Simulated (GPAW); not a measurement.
## Dielectric function and optical constants of KMgF3

Wanted: where KMgF3 starts to absorb, how strongly, and its refractive index.

Calculated with GPAW 26.7.0; DFT, PBE, plane-wave PAW (GPAW data sets), scalar-relativistic, RPA, optical limit.

## (1) Starting point

The structure is cubic, space group Pm-3m (No. 221). The conventional cell has a = 3.986 Å, b = 3.986 Å, c = 3.986 Å, α = 90.00°, β = 90.00°, γ = 90.00°. Nearest to K lie 12 F at 2.82 Å. Mg has 6 F at 1.99 Å nearest. Nearest to F lie 2 Mg at 1.99 Å and 4 K at 2.82 Å. Farther neighbours and most contacts between anions are not listed.

As a file:

```
K Mg F
1.0
     3.98590    0.00000    0.00000
     0.00000    3.98590    0.00000
     0.00000    0.00000    3.98590
K Mg F
1 1 3
Direct
  0.50000 0.50000 0.50000
  0.00000 0.00000 0.00000
  0.00000 0.00000 0.50000
  0.00000 0.50000 0.00000
  0.50000 0.00000 0.00000
```

## (2) Ground state

First the ground state: is it a metal or has it a gap?

This step: DFT, PBE, plane-wave PAW (GPAW data sets), scalar-relativistic, ground state (GPAW 26.7.0).

The input, gs.py:

```python
from ase import Atoms
from ase.dft.bandgap import bandgap
from gpaw import GPAW, PW, FermiDirac

atoms = Atoms(['K', 'Mg', 'F', 'F', 'F'],
              cell=[[3.985900000000, 0.000000000000, 0.000000000000],
                    [0.000000000000, 3.985900000000, 0.000000000000],
                    [0.000000000000, 0.000000000000, 3.985900000000]],
              scaled_positions=[[0.500000000000, 0.500000000000, 0.500000000000],
                                [0.000000000000, 0.000000000000, 0.000000000000],
                                [0.000000000000, 0.000000000000, 0.500000000000],
                                [0.000000000000, 0.500000000000, 0.000000000000],
                                [0.500000000000, 0.000000000000, 0.000000000000]],
              pbc=[True, True, True])
atoms.calc = GPAW(mode=PW(500), xc='PBE', kpts={'size': (6, 6, 6), 'gamma': True},
                  occupations=FermiDirac(0.05), maxiter=150, txt='gs.txt')
print('energy (eV)', atoms.get_potential_energy())
print('Fermi level (eV)', atoms.calc.get_fermi_level())
print('valence electrons', atoms.calc.get_number_of_electrons())
print('gap (eV)', bandgap(atoms.calc, output=None)[0])
print('direct gap (eV)', bandgap(atoms.calc, direct=True, output=None)[0])
atoms.calc.write('gs.gpw')
```

On the command line:

```
OMP_NUM_THREADS=1 python gs.py
```

Numbers of over 12 decimals in the logs are rounded to 6 here.

The program printed:

```text
__  _  _
 | _ |_)|_||  |
 |__||  | ||/\| - 26.7.0

Versions:
  Python: 3.12.14
  ASE:    3.29.0
  Numpy:  2.5.5
  Scipy:  1.18.1
  Libxc:  7.0.0

Input parameters:
  mode=PW(ecut=500.0),
  kpts=MonkhorstPack(size=(6, 6, 6), gamma=True),
  maxiter=150,
  occupations=Occupations(name='fermi-dirac', width=0.05, fixmagmom=False),
  xc=XC(name='PBE')

Diagonalizing LCAO Hamiltonian
Converting LCAO to pw mode
   .---------.
  /|         |
 * |         |
 | |         |
 | |   K     |
 F .---------.
 |F         /
 Mg---F----*

Atoms  # Å, Bohr magnetons
|   | symbol |        x |        y |        z |    initial magnetic moments |
| 0 |      K | 1.992950 | 1.992950 | 1.992950 | ( 0.0000,  0.0000,  0.0000) |
| 1 |     Mg | 0.000000 | 0.000000 | 0.000000 | ( 0.0000,  0.0000,  0.0000) |
| 2 |      F | 0.000000 | 0.000000 | 1.992950 | ( 0.0000,  0.0000,  0.0000) |
| 3 |      F | 0.000000 | 1.992950 | 0.000000 | ( 0.0000,  0.0000,  0.0000) |
| 4 |      F | 1.992950 | 0.000000 | 0.000000 | ( 0.0000,  0.0000,  0.0000) |

Unit cell  # Å
| periodic |        x |        y |        z |  lengths |    angles |
|      yes | 3.985900 | 0.000000 | 0.000000 | 3.985900 | 90.000000 |
|      yes | 0.000000 | 3.985900 | 0.000000 | 3.985900 | 90.000000 |
|      yes | 0.000000 | 0.000000 | 3.985900 | 3.985900 | 90.000000 |

Number of symmetries: 48
Symmetry operations  # r_c * U_cc + t_c -> r_c
|    | kind |            matrix            |
|  0 |  E   |  1, 0, 0,  0, 1, 0,  0, 0, 1 |
|  1 |  σ   |  1, 0, 0,  0, 1, 0,  0, 0,-1 |
|  2 |  σ   |  1, 0, 0,  0, 0, 1,  0, 1, 0 |
|  3 |  C4  |  1, 0, 0,  0, 0, 1,  0,-1, 0 |
|  4 |  C4  |  1, 0, 0,  0, 0,-1,  0, 1, 0 |
|  5 |  σ   |  1, 0, 0,  0, 0,-1,  0,-1, 0 |
|  6 |  σ   |  1, 0, 0,  0,-1, 0,  0, 0, 1 |
|  7 |  C2  |  1, 0, 0,  0,-1, 0,  0, 0,-1 |
|  8 |  σ   |  0, 1, 0,  1, 0, 0,  0, 0, 1 |
|  9 |  C2  |  0, 1, 0,  1, 0, 0,  0, 0,-1 |
| 10 |  C3  |  0, 1, 0,  0, 0, 1,  1, 0, 0 |
| 11 |  S6  |  0, 1, 0,  0, 0, 1, -1, 0, 0 |
| 12 |  S6  |  0, 1, 0,  0, 0,-1,  1, 0, 0 |
| 13 |  C3  |  0, 1, 0,  0, 0,-1, -1, 0, 0 |
| 14 |  C4  |  0, 1, 0, -1, 0, 0,  0, 0, 1 |
| 15 |  S4  |  0, 1, 0, -1, 0, 0,  0, 0,-1 |
| 16 |  C3  |  0, 0, 1,  1, 0, 0,  0, 1, 0 |
| 17 |  S6  |  0, 0, 1,  1, 0, 0,  0,-1, 0 |
| 18 |  σ   |  0, 0, 1,  0, 1, 0,  1, 0, 0 |
| 19 |  C4  |  0, 0, 1,  0, 1, 0, -1, 0, 0 |
| 20 |  C2  |  0, 0, 1,  0,-1, 0,  1, 0, 0 |
| 21 |  S4  |  0, 0, 1,  0,-1, 0, -1, 0, 0 |
| 22 |  S6  |  0, 0, 1, -1, 0, 0,  0, 1, 0 |
| 23 |  C3  |  0, 0, 1, -1, 0, 0,  0,-1, 0 |
| 24 |  S6  |  0, 0,-1,  1, 0, 0,  0, 1, 0 |
| 25 |  C3  |  0, 0,-1,  1, 0, 0,  0,-1, 0 |
| 26 |  C4  |  0, 0,-1,  0, 1, 0,  1, 0, 0 |
| 27 |  σ   |  0, 0,-1,  0, 1, 0, -1, 0, 0 |
| 28 |  S4  |  0, 0,-1,  0,-1, 0,  1, 0, 0 |
| 29 |  C2  |  0, 0,-1,  0,-1, 0, -1, 0, 0 |
| 30 |  C3  |  0, 0,-1, -1, 0, 0,  0, 1, 0 |
| 31 |  S6  |  0, 0,-1, -1, 0, 0,  0,-1, 0 |
| 32 |  C4  |  0,-1, 0,  1, 0, 0,  0, 0, 1 |
| 33 |  S4  |  0,-1, 0,  1, 0, 0,  0, 0,-1 |
| 34 |  S6  |  0,-1, 0,  0, 0, 1,  1, 0, 0 |
| 35 |  C3  |  0,-1, 0,  0, 0, 1, -1, 0, 0 |
| 36 |  C3  |  0,-1, 0,  0, 0,-1,  1, 0, 0 |
| 37 |  S6  |  0,-1, 0,  0, 0,-1, -1, 0, 0 |
| 38 |  σ   |  0,-1, 0, -1, 0, 0,  0, 0, 1 |
| 39 |  C2  |  0,-1, 0, -1, 0, 0,  0, 0,-1 |
| 40 |  σ   | -1, 0, 0,  0, 1, 0,  0, 0, 1 |
| 41 |  C2  | -1, 0, 0,  0, 1, 0,  0, 0,-1 |
| 42 |  C2  | -1, 0, 0,  0, 0, 1,  0, 1, 0 |
| 43 |  S4  | -1, 0, 0,  0, 0, 1,  0,-1, 0 |
| 44 |  S4  | -1, 0, 0,  0, 0,-1,  0, 1, 0 |
| 45 |  C2  | -1, 0, 0,  0, 0,-1,  0,-1, 0 |
| 46 |  C2  | -1, 0, 0,  0,-1, 0,  0, 0, 1 |
| 47 |  i   | -1, 0, 0,  0,-1, 0,  0, 0,-1 |

BZ-sampling:
  Number of BZ points: 216
  Number of IBZ points: 20

  Monkhorst-Pack size: [6, 6, 6]
  Monkhorst-Pack shift: [0.083333, 0.083333, 0.083333]

K-points  # in reciprocal-cell coordinates
|     |                                coordinates |     weight |
|   0 | (  0.00000000,   0.00000000,   0.00000000) | 0.00462963 |
|   1 | (  0.16666667,   0.00000000,   0.00000000) | 0.02777778 |
|   2 | (  0.16666667,   0.16666667,   0.00000000) | 0.05555556 |
|   3 | (  0.16666667,   0.16666667,   0.16666667) | 0.03703704 |
|   4 | (  0.33333333,   0.00000000,   0.00000000) | 0.02777778 |
|   5 | (  0.33333333,   0.16666667,   0.00000000) | 0.11111111 |
|   6 | (  0.33333333,   0.16666667,   0.16666667) | 0.11111111 |
|   7 | (  0.33333333,   0.33333333,   0.00000000) | 0.05555556 |
|   8 | (  0.33333333,   0.33333333,   0.16666667) | 0.11111111 |
|   9 | (  0.33333333,   0.33333333,   0.33333333) | 0.03703704 |
| ... |                                            |            |
|  19 | (  0.50000000,   0.50000000,   0.50000000) | 0.00462963 |

Plane wave coefficients: 1640
Cutoff: 500.0 eV

Spin-components: 1 (collinear spins)
Bands:           25
Projectors:      25
Spin-degeneracy: 2
Datatype:        complex128

Parallelization:
  kpt:    1
  domain: 1
  band:   1

Density:
  Valence electrons: 40.0
  Components: 1
  Grid points: [21 21 21]
  Charge: 0.0  # |e|

Potential:
  Grid points: [21 21 21]

species:
  K:
    name:    Potassium
    id:
    Z:       19.0
    valence: 9
    core:    10
    charge:  0.0  # [|e|]
    compensation charges:
      type: gauss
      rc: 0.35  # [Å]
      lmax: 2
    cutoffs:
      filter: 1.91  # [Å]
      core: 1.27  # [Å]
    projectors
    | kind |    occ | energy [eV] | rcut [Å] |
    |   3s |  2.000 |     -35.338 |    1.122 |
    |   4s |  1.000 |      -2.319 |    1.122 |
    |   3p |  6.000 |     -18.813 |    1.106 |
    |    p |        |       8.398 |    1.106 |
    |    d |        |       0.000 |    0.937 |

    Using partial waves for K as LCAO basis

  Mg:
    name:    Magnesium
    id:
    Z:       12.0
    valence: 10
    core:    2
    charge:  0.0  # [|e|]
    compensation charges:
      type: gauss
      rc: 0.33  # [Å]
      lmax: 2
    cutoffs:
      filter: 1.86  # [Å]
      core: 0.54  # [Å]
    projectors
    | kind |    occ | energy [eV] | rcut [Å] |
    |   2s |  2.000 |     -79.840 |    1.090 |
    |   3s |  2.000 |      -4.705 |    1.090 |
    |   2p |  6.000 |     -46.613 |    1.085 |
    |   3p |  0.000 |      -1.330 |    1.085 |
    |    d |        |       0.000 |    1.037 |

    Using partial waves for Mg as LCAO basis

  F:
    name:    Fluorine
    id:
    Z:       9.0
    valence: 7
    core:    2
    charge:  0.0  # [|e|]
    compensation charges:
      type: gauss
      rc: 0.20  # [Å]
      lmax: 2
    cutoffs:
      filter: 1.14  # [Å]
      core: 0.74  # [Å]
    projectors
    | kind |    occ | energy [eV] | rcut [Å] |
    |   2s |  2.000 |     -29.898 |    0.635 |
    |   2p |  5.000 |     -11.110 |    0.635 |
    |    s |        |      -2.687 |    0.635 |
    |    p |        |      16.102 |    0.635 |
    |    d |        |       0.000 |    0.635 |

    Using partial waves for F as LCAO basis

Reference energy: -29974.140463  # eV

eigensolver:
  PPCG
  Converge bands: occupied
  niter=2

density mixing:
  MSR1-Mixer
  Pratt-step length: 0.05
  Maximum mixing coefficient: 0.75
  Old densities: 10
  SVD Regularization: 0.005
  Good broyden scale: 1.0
  Trust region scale: 1.0
  Backstep threshold: 4.0
  History deletion threshold: 6.0
  Fourier metric: weight=20.0, sigma=0.015

occupation numbers:
  Fermi-Dirac:
    width: 0.0500  # eV

poisson solver:
  ecut: 4000.0  # eV

xc functional:
  name: PBE with 2 nearest neighbor stencil

convergence criteria:
- Maximum [total energy] change in last 3 cyles: 0.0005 eV / valence electron
- Maximum integral of absolute [dens]ity change: 0.0001 electrons / valence electron
- Maximum integral of absolute [eigenst]ate change: 4e-08 eV^2 / valence electron
maximum number of iterations: 150

SCF iterations
|iter     |      energy | eigst |  dens |
|iter:   1||  -25.455138 | -0.12 |       |
|iter:   2||  -25.121820 | -1.85 | -1.18 |
|iter:   3||  -24.159989 | -0.61 | -1.23 |
|iter:   4||  -24.184858 | -2.63 | -1.65 |
|iter:   5||  -24.196993 | -2.87 | -1.94 |
|iter:   6||  -24.197232c| -4.71 | -2.95 |
|iter:   7||  -24.197266c| -5.74 | -3.44 |
|iter:   8||  -24.197268c| -6.48 | -4.06c|
|iter:   9||  -24.197268c| -7.60c| -5.08c|

Converged in 9 steps
SCF loop duration: 10.836 s (1.204 s/step)
Energy contributions relative to reference atoms: (reference = -29974.140463)

Energy contributions:
  Kinetic:          25.474208
  Coulomb:         -22.487638
  Zero:             -0.004969
  External:          0.000000
  Xc:              -27.178869
  Entropy:          -0.000000
  Spinorbit:         0.000000
  ----------------------------
  Free energy:     -24.197268
  Extrapolated:    -24.197268

dipole moment: (-29.498095, -29.498095, -29.498095)  # |e|*Ang

Fermi level: 2.934
Eigenvalues  # (at kpt = [0.000, 0.000, 0.000])
| band index |      eig [eV] | occ [0-2] |
|          0 |       -70.315 |     2.000 |
|        ... |               |           |
|         12 |        -1.840 |     2.000 |
|         13 |        -1.840 |     2.000 |
|         14 |        -0.057 |     2.000 |
|         15 |        -0.057 |     2.000 |
|         16 |        -0.057 |     2.000 |
|         17 |         0.240 |     2.000 |
|         18 |         0.240 |     2.000 |
|         19 |         0.240 |     2.000 |
|         20 |         7.875 |     0.000 |
|         21 |        10.615 |     0.000 |
|         22 |        14.657 |     0.000 |
|         23 |        17.494 |     0.000 |
|         24 |        17.494 |     0.000 |

Gap: 7.318 eV
Transition (v -> c):
  (s=0, k=19, n=19, [0.50, 0.50, 0.50]) -> (s=0, k=0, n=20, [0.00, 0.00, 0.00])
Direct/indirect transitions are different
Direct gap: 7.635 eV
Transition at: (s=0, k=0, n=19, [0.00, 0.00, 0.00])

--- standard output ---
energy (eV) -24.197268
Fermi level (eV) 2.934204
valence electrons 40.0
gap (eV) 7.318192
direct gap (eV) 7.635153
```

The job ended after 13 s (1 thread of Arm Neoverse V2, shared host; peak memory 0.16 GiB).

Numbers from this step:

| Property | Result |
| --- | --- |
| energy | -24.20 eV |
| Fermi energy | 2.934 eV |
| gap on the k-mesh | 7.318 eV |
| direct gap on the mesh | 7.635 eV |
| electrons | 40 |

There is a gap, 7.32 eV on this mesh (points off the mesh can give less), so no carriers' term is needed.

## (3) Bands for the response

The response needs many more empty bands than the density does.

This step: DFT, PBE, plane-wave PAW (GPAW data sets), scalar-relativistic, bands at fixed density (GPAW 26.7.0).

The input, nscf.py:

```python
from ase.dft.bandgap import bandgap
from gpaw import GPAW, FermiDirac

calc = GPAW('gs.gpw').fixed_density(kpts={'size': (8, 8, 8), 'gamma': True}, nbands=56, convergence={'bands': 50},
                                    occupations=FermiDirac(0.001), txt='nscf.txt')
print('gap (eV)', bandgap(calc, output=None)[0])
print('direct gap (eV)', bandgap(calc, direct=True, output=None)[0])
print('top band over the Fermi level (eV)', min(calc.get_eigenvalues(kpt=k)[49] for k in range(len(calc.get_ibz_k_points()))) - calc.get_fermi_level())
calc.write('full.gpw', mode='all')
```

On the command line:

```
OMP_NUM_THREADS=1 python nscf.py
```

The program printed:

```text
Diagonalizing LCAO Hamiltonian
Converting LCAO to pw mode
convergence criteria:
- Maximum integral of absolute [eigenst]ate change: 4e-08 eV^2 / valence electron
maximum number of iterations: 150

SCF iterations
|iter     |      energy | eigst |  dens |
|iter:   1||             | +3.36 |       |
|iter:   2||             | +2.20 |       |
|iter:   3||             | +1.19 |       |
|iter:   4||             | +0.01 |       |
|iter:   5||             | -0.98 |       |
|iter:   6||             | -2.12 |       |
|iter:   7||             | -3.06 |       |
|iter:   8||             | -4.17 |       |
|iter:   9||             | -5.10 |       |
|iter:  10||             | -6.19 |       |
|iter:  11||             | -7.03 |       |
|iter:  12||             | -7.57c|       |
SCF steps: 12
  __  _  _
 | _ |_)|_||  |
 |__||  | ||/\| - 26.7.0

Versions:
  Python: 3.12.14
  ASE:    3.29.0
  Numpy:  2.5.5
  Scipy:  1.18.1
  Libxc:  7.0.0

Input parameters:
  mode=PW(ecut=500.0),
  convergence={'bands': 50},
  gpts=array([21, 21, 21]),
  kpts=MonkhorstPack(size=(8, 8, 8), gamma=True),
  maxiter=150,
  nbands=56,
  occupations=Occupations(name='fermi-dirac', width=0.001, fixmagmom=False),
  parallel={},
  xc=XC(name='PBE')

--- standard output ---
gap (eV) 7.316808
direct gap (eV) 7.635153
top band over the Fermi level (eV) 29.237597
```

Wall time 55 s (1 thread); peak memory 0.22 GiB.

Read-outs, printed or worked out from the files:

```
gap on the k-mesh : 7.317 eV
```

(Continued in part 2 of 2.)

[Machine, clock and banner lines and Python warnings are left out of the logs.]

[Logs are printed without paths, hosts, clocks, repeated set-up lines and the standing remarks that a program may print on its own settings, such as how far it seeks lower states.]

[Hosts, paths, dates, database ids (printed as entryN), source tags and the programs' standing remarks are cut or masked in the printed files.]
